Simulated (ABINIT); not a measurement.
# Quasiparticle gap of MgO (Fm-3m) in ABINIT

Wanted: ground state, empty states, screening and self-energy for MgO (Fm-3m).

Main program and level: ABINIT 10.8.3; PBE and many-body steps on it, plane waves.

**Experimental background.**

- Gap 7.83 eV: direct gap at Gamma, low temperature; bulk crystal (literature value) (quoted in “The Band-Gap Studies of Short-Period CdO/MgO Superlattices”, 2021, pmc:8035356).

- Gap 7.83 eV: literature experimental gap; bulk crystal (quoted in “Electronic structure of alkaline earth and post-transition metal oxides”, 2009, arxiv:0908.1581).

## (1) The starting structure

Symmetry: Fm-3m, No. 225, cubic system. Conventional cell: a = 4.194 Å, b = 4.194 Å, c = 4.194 Å, α = 90.00°, β = 90.00°, γ = 90.00°. Nearest to Mg lie 6 O at 2.10 Å. Nearest to O lie 6 Mg at 2.10 Å. Farther neighbours, and contacts between anions beyond the nearest, are not listed.

The cell and positions are those that the Materials Project relaxed with its own functionals (PBE, PBE+U or r2SCAN), kept fixed.

## (2) Ground state

This step: ABINIT 10.8.3; DFT, PBE, plane waves, norm-conserving pseudopotentials.

The ground-state density comes first.

Contents of run.abi:

```
acell 3*1.0 Angstrom
rprim 
  -0.000000000000 2.097001392700 2.097001392700
  2.097001392700 0.000000000000 2.097001392700
  2.097001392700 2.097001392700 0.000000000000
ntypat 2
znucl 12 8
natom 2
typat 1 2
xred 
  0.000000000000 0.000000000000 0.000000000000
  0.500000000000 0.500000000000 0.500000000000
pp_dirpath "pseudos"
pseudos "Mg.upf, O.upf"
ecut 38
ngkpt 8 8 8
nshiftk 1
shiftk 0 0 0
kptopt 1
chksymbreak 0
nband 13
occopt 1
tolvrs 1e-10
nstep 60
prtwf 0
optforces 0
optstress 0
indata_prefix "in"
outdata_prefix "out"
tmpdata_prefix "tmp"
```

On the command line:

```console
$ OMP_NUM_THREADS=1 mpirun -n 8 abinit run.abi > log
```

What it wrote:

```text
.Version 10.8.3 of ABINIT. v10.8.2 released Aug 2026.

 Symmetries : space group Fm -3 m (#225); Bravais cF (face-center cubic)
================================================================================
 Values of the parameters that define the memory need of the present run
     intxc =       0    ionmov =       0      iscf =       7    lmnmax =       5
     lnmax =       5     mgfft =      32  mpssoang =       3    mqgrid =    3001
     natom =       2  nloc_mem =       1    nspden =       1   nspinor =       1
    nsppol =       1      nsym =      48    n1xccc =    2501    ntypat =       2
    occopt =       1   xclevel =       2
-    mband =          13        mffmem =           1         mkmem =           4
       mpw =        1410          nfft =       32768          nkpt =          29
================================================================================
  Rough estimation (10% accuracy) of disk space for files :
================================================================================

--------------------------------------------------------------------------------
------------- Echo of variables that govern the present computation ------------
--------------------------------------------------------------------------------
 -outvars: echo values of preprocessed input variables --------
            acell      1.8897261259E+00  1.8897261259E+00  1.8897261259E+00 Bohr

      chksymbreak           0
             ecut      3.80000000E+01 Hartree
-          fftalg         312

              ixc     -101130
              kpt      0.00000000E+00  0.00000000E+00  0.00000000E+00
                       1.25000000E-01  0.00000000E+00  0.00000000E+00
                       2.50000000E-01  0.00000000E+00  0.00000000E+00
                       3.75000000E-01  0.00000000E+00  0.00000000E+00
                       5.00000000E-01  0.00000000E+00  0.00000000E+00
                       1.25000000E-01  1.25000000E-01  0.00000000E+00
                       2.50000000E-01  1.25000000E-01  0.00000000E+00
                       3.75000000E-01  1.25000000E-01  0.00000000E+00
                       5.00000000E-01  1.25000000E-01  0.00000000E+00
   [... 18 further rows ...]
                      -3.75000000E-01  5.00000000E-01  1.25000000E-01
                      -2.50000000E-01  5.00000000E-01  2.50000000E-01
         kptrlatt        8    0    0      0    8    0      0    0    8
          kptrlen      4.48334925E+01
P           mkmem           4
            natom           2
            nband          13
            ngfft          32      32      32
             nkpt          29
            nstep          60
             nsym          48
           ntypat           2
              occ      2.000000  2.000000  2.000000  2.000000  2.000000  2.000000
                       2.000000  2.000000  0.000000  0.000000  0.000000  0.000000
                       0.000000
        optforces           0
        optstress           0
            prtwf           0
            rprim     -0.0000000000E+00  2.0970013927E+00  2.0970013927E+00
[...]
spgroup         225

           tolvrs      1.00000000E-10

             xred      0.0000000000E+00  0.0000000000E+00  0.0000000000E+00
[...]
znucl       12.00000    8.00000

================================================================================

 chkinp: Checking input parameters for consistency.

================================================================================
== DATASET  1 ==================================================================
-   mpi_nproc: 8, omp_nthreads: 1 (-1 if OMP is not activated)

--- !DatasetInfo
iteration_state: {dtset: 1, }
dimensions: {natom: 2, nkpt: 29, mband: 13, nsppol: 1, nspinor: 1, nspden: 1, mpw: 1410, }
cutoff_energies: {ecut:  38.0, pawecutdg:  -1.0, }
electrons: {nelect:   1.60000000E+01, charge:   0.00000000E+00, occopt:   1.00000000E+00, tsmear:   1.00000000E-02, }

 Real(R)+Recip(G) space primitive vectors, cartesian coordinates (Bohr,Bohr^-1):
 R(1)=  0.0000000  3.9627583  3.9627583  G(1)= -0.1261747  0.1261747  0.1261747
 R(2)=  3.9627583  0.0000000  3.9627583  G(2)=  0.1261747 -0.1261747  0.1261747
 R(3)=  3.9627583  3.9627583  0.0000000  G(3)=  0.1261747  0.1261747 -0.1261747
 Unit cell volume ucvol=  1.2445798E+02 bohr^3
 Angles (23,13,12)=  6.00000000E+01  6.00000000E+01  6.00000000E+01 degrees

 getcut: wavevector=  0.0000  0.0000  0.0000  ngfft=  32  32  32
         ecut(hartree)=     38.000   => boxcut(ratio)=   2.05769

--- Pseudopotential description ------------------------------------------------
- Mg Generated using ONCVPSP code by D. R. Hamann
- 12.00000  10.00000  171031                  znucl, zion, pspdat
12 -101130 1 -1 1510                          pspcod,pspxc,lmax,lloc,mmax
     nproj     2     2     0
  pspatm : epsatm=    9.22893308
         --- l  ekb(1:nproj) -->
[...]
pspatm: atomic psp has been read  and splines computed

- O Generated using ONCVPSP code by D. R. Hamann
-  8.00000   6.00000  171031                  znucl, zion, pspdat
12 -101130 2 -1 936                           pspcod,pspxc,lmax,lloc,mmax
     nproj     2     2     1
  pspatm : epsatm=    6.19545534
         --- l  ekb(1:nproj) -->
[...]
1   -4.717130   -1.149271
             2   -1.331955
 pspatm: atomic psp has been read  and splines computed

   2.46790215E+02                                ecore*ucvol(ha*bohr**3)
--------------------------------------------------------------------------------

_setup2: Arith. and geom. avg. npw (full set) are    1393.920    1393.901

================================================================================

--- !BeginCycle
iteration_state: {dtset: 1, }
solver: {iscf: 7, nstep: 60, nline: 4, wfoptalg: 0, }
tolerances: {tolvrs: 1.00E-10, }

     iter   Etot(hartree)      deltaE(h)  residm     vres2
 ETOT  1  -75.935065    -7.594E+01 9.238E-02 3.759E+02
 ETOT  2  -75.948061    -1.300E-02 1.782E-03 3.414E+02
 ETOT  3  -76.049589    -1.015E-01 3.706E-03 3.355E+00
 ETOT  4  -76.050444    -8.548E-04 6.433E-04 6.727E-03
 ETOT  5  -76.050444    -4.996E-07 3.028E-04 2.929E-04
 ETOT  6  -76.050444    -8.324E-08 1.825E-04 1.734E-05
 ETOT  7  -76.050444    -3.254E-09 9.311E-05 2.500E-07
 ETOT  8  -76.050444    -1.792E-11 6.468E-05 1.722E-08
 ETOT  9  -76.050444    -5.514E-12 3.138E-05 4.688E-11

 At SCF step    9       vres2   =  4.69E-11 < tolvrs=  1.00E-10 =>converged.

--- !ResultsGS
iteration_state: {dtset: 1, }
comment   : Summary of ground state results
lattice_vectors:
- [ -0.0000000,   3.9627583,   3.9627583, ]
- [  3.9627583,   0.0000000,   3.9627583, ]
- [  3.9627583,   3.9627583,   0.0000000, ]
lattice_lengths: [   5.60419,    5.60419,    5.60419, ]
lattice_angles: [ 60.000,  60.000,  60.000, ] # degrees, (23, 13, 12)
lattice_volume:   1.2445798E+02
convergence: {deltae: -5.514E-12, res2:  4.688E-11, residm:  3.138E-05, diffor:  0.000E+00, }
etotal    :  -7.60504444E+01
entropy   :   0.00000000E+00
fermie    :   1.77897150E-01
cartesian_stress_tensor: null
pressure_GPa: null
xred      :
- [  0.0000E+00,   0.0000E+00,   0.0000E+00, Mg]
- [  5.0000E-01,   5.0000E-01,   5.0000E-01,  O]
cartesian_forces: null
force_length_stats: {min: null, max: null, mean: null, }

 Integrated electronic density in atomic spheres:
 ------------------------------------------------
 Atom  Sphere_radius  Integrated_density
    1        2.00000          8.40527242
    2        2.00000          6.31969377
================================================================================

 ----iterations are completed or convergence reached----

 Mean square residual over all n,k,spin=   88.198E-09; max=  31.375E-06
 reduced coordinates (array xred) for    2 atoms
       0.000000      0.000000      0.000000
       0.500000      0.500000      0.500000
 rms dE/dt=  0.0000E+00; max dE/dt=  0.0000E+00; dE/dt below (all hartree)
    1       0.000000      0.000000      0.000000
    2       0.000000      0.000000      0.000000

 cartesian coordinates (angstrom) at end:
    1      0.000000     0.000000     0.000000
    2      2.097001     2.097001     2.097001
 length scales=  1.889726  1.889726  1.889726 bohr
              =  1.000000  1.000000  1.000000 angstroms
 prteigrs : about to open file out_EIG
 Fermi (or HOMO) energy (hartree) =   0.17790   Average Vxc (hartree)=  -0.42142
 Eigenvalues (hartree) for nkpt=  29  k points:
 kpt#   1, nband= 13, wtk=  0.00195, kpt=  0.0000  0.0000  0.0000 (reduced coord)
  -2.47971   -1.25783   -1.25783   -1.25783   -0.45613    0.17790    0.17790    0.17790
   0.35778    0.76721    0.76721    0.76721    0.90692
 prteigrs : prtvol=0 or 1, do not print more k-points.

--- !EnergyTerms
iteration_state     : {dtset: 1, }
comment             : Components of total free energy in Hartree
kinetic             :  4.534747E+01
hartree             :  2.065414E+01
xc                  : -1.225478E+01
Ewald energy        : -4.758738E+01
psp_core            :  1.982920E+00
local_psp           : -6.347685E+01
non_local_psp       : -2.071596E+01
total_energy        : -7.605044E+01
total_energy_eV     : -2.069438E+03
band_energy         : -1.270127E+01

== END DATASET(S) ==============================================================
================================================================================

 -outvars: echo values of variables after computation  --------
           etotal     -7.6050444435E+01
            nband          13
             nkpt          29
          spgroup         225
 [... the other variables as echoed above ...]

 Calculation completed.
```

Run time: 3.3 s. Hardware: 8 MPI ranks of AMD EPYC 7B13 (Zen 3), shared host; peak memory 0.54 GiB.

Read from the output:

```
total energy               : -2069.4380 eV
gap                        : 4.895 eV
k of the valence top       : 0, 0, 0
k of the conduction bottom : 0, 0, 0
least direct gap           : 4.895 eV
```

The gap is direct, at Γ.

(Part 1 of 3 ends here.)

[Long decimals in the printed logs are rounded to 6 places.]

[Logs are printed without paths, hosts, clocks, repeated set-up lines and the standing remarks that a program may print on its own settings, such as how far it seeks lower states.]

[Paths, hosts, dates, memory and timing lines, banners, echoed tables and standing remarks are left out of the program output; an Ansatz launch command may be rebuilt from the run's recorded settings. Measured values are a selection of at most five: reports struck by readers or far from the other reports are left out. None is set beside runs whose start may be inverted or whose files or cutoffs have a known fault.]

[Runs of the session that timed out or met a known fault of the program may be left out.]

[Hosts, paths, dates, database ids (printed as entryN), source tags and the programs' standing remarks are cut or masked in the printed files.]

[G0W0 gaps are taken among the corrected bands and points alone; a level outside them can change the order at an edge.]

[Where Ansatz stands beside ABINIT at settings called matched, ABINIT's density can come from a denser mesh and the files from another edition; pairs whose starting gaps differed by over 0.03 eV were left out, so agreement reads better than it is.]
